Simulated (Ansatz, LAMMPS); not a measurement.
# Static equation of state of amorphous poly(p-phenylene) (as short chains C38H30), from a frame at 300 K, (136 atoms)

Density of this cell: 1.20 g/cm³. The cell holds 136 atoms: 76 C and 60 H. Cell: a = 11.572 Å, b = 10.435 Å, c = 11.186 Å, α = 90.9°, β = 91.1°, γ = 91.3°. The starting structure: 2 poly(p-phenylene) chains of 6 units with methyl end groups placed at random, at 1.2 g/cm³; overlaps pushed apart, then 20 ps at 800 K with MMFF94 bonds, angles, torsions, charges and radii (Halgren, J. Comput. Chem. 17, 490 (1996)) in harmonic and 12-6 forms. Snapshot after 30 ps at 300 K and fixed volume.

Calculated with Ansatz 0.2.0: Kohn-Sham DFT, PBE+D3(BJ), PAW (set soft_2), plane waves; cutoff 420 eV, Γ point, fixed occupations. Cell and atoms were relaxed first, to V0 = 9.9262 Å³ an atom at a residual P0 = 0.004 GPa. The cell was then scaled evenly, and the atoms were relaxed at each volume.

| volume (Å³/atom) | pressure (GPa) |
| --- | --- |
| 8.9336 | 1.477 |
| 9.3306 | ? |
| 9.6284 | 0.2851 |
| 10.224 | -0.1910 |
| 10.522 | -0.2654 |

**Question.** Fit the third-order Birch–Murnaghan equation to the rows given and interpolate to the withheld row.

**Working.**

Take the Eulerian strain f = ½[(V0/V)^(2/3) − 1] and the normalised pressure F = (P − P0) / [3f(1 + 2f)^(5/2)]. The third-order Birch–Murnaghan equation is then the line F = B0 + (3/2)B0(B′ − 4) f, so u = f and v = F.

| u = f | v = F (GPa) |
| --- | --- |
| 0.0363826 | 11.3219 |
| 0.0102568 | 8.66765 |
| -0.00975646 | 7.01611 |
| -0.0190505 | 5.20269 |

With n = 4: mean u = 0.00445811, mean v = 8.05209, Σ(u − ū)² = 0.0018075, Σ(u − ū)(v − v̄) = 0.18967. Slope b = 0.18967 / 0.0018075 = 104.93; intercept a = v̄ − b ū = 7.5843.

So B0 = a = 7.58 GPa and B′ = 4 + 2b/(3a) = 13.2. At the withheld volume f = 0.02106, F = a + b f = 9.794 GPa, and P = P0 + 3f(1 + 2f)^(5/2) F.

Prediction at 9.3306: 0.6903 GPa. The run gave 0.5587 GPa, so the fit is high by 0.13 GPa (24 % of the value).

The series isn't one smooth equation of state: even a line fitted to all rows, the withheld one included, misses F by up to 16.9 % and an atom moves over 0.5 Å in some relaxation. B0 and B′ are then only the numbers of this fit, not moduli of the material. Among the rows given, the largest miss of the fit is at 10.522, by 0.020 GPa (1.1 % of the range of the table).

Limits: Static cells at zero temperature; the cell shape is held. The program notes that the SCF threshold of these relaxations is loose for the stress. The network of contacts between molecules at the start is that of the classical potential that made the cell, and needn't be the one that DFT or experiment would give. Only the Γ point is sampled, in a cell whose shortest periodic width is 10 Å.

[Hosts, paths, dates, database ids (printed as entryN), source tags and the programs' standing remarks are cut or masked in the printed files.]

[The MMFF94 radii named for the starting cell were scaled by 0.96; in molecules described by MMFF94, hydrogen bound to N, O or S took a small fixed 12-6 site in their place.]
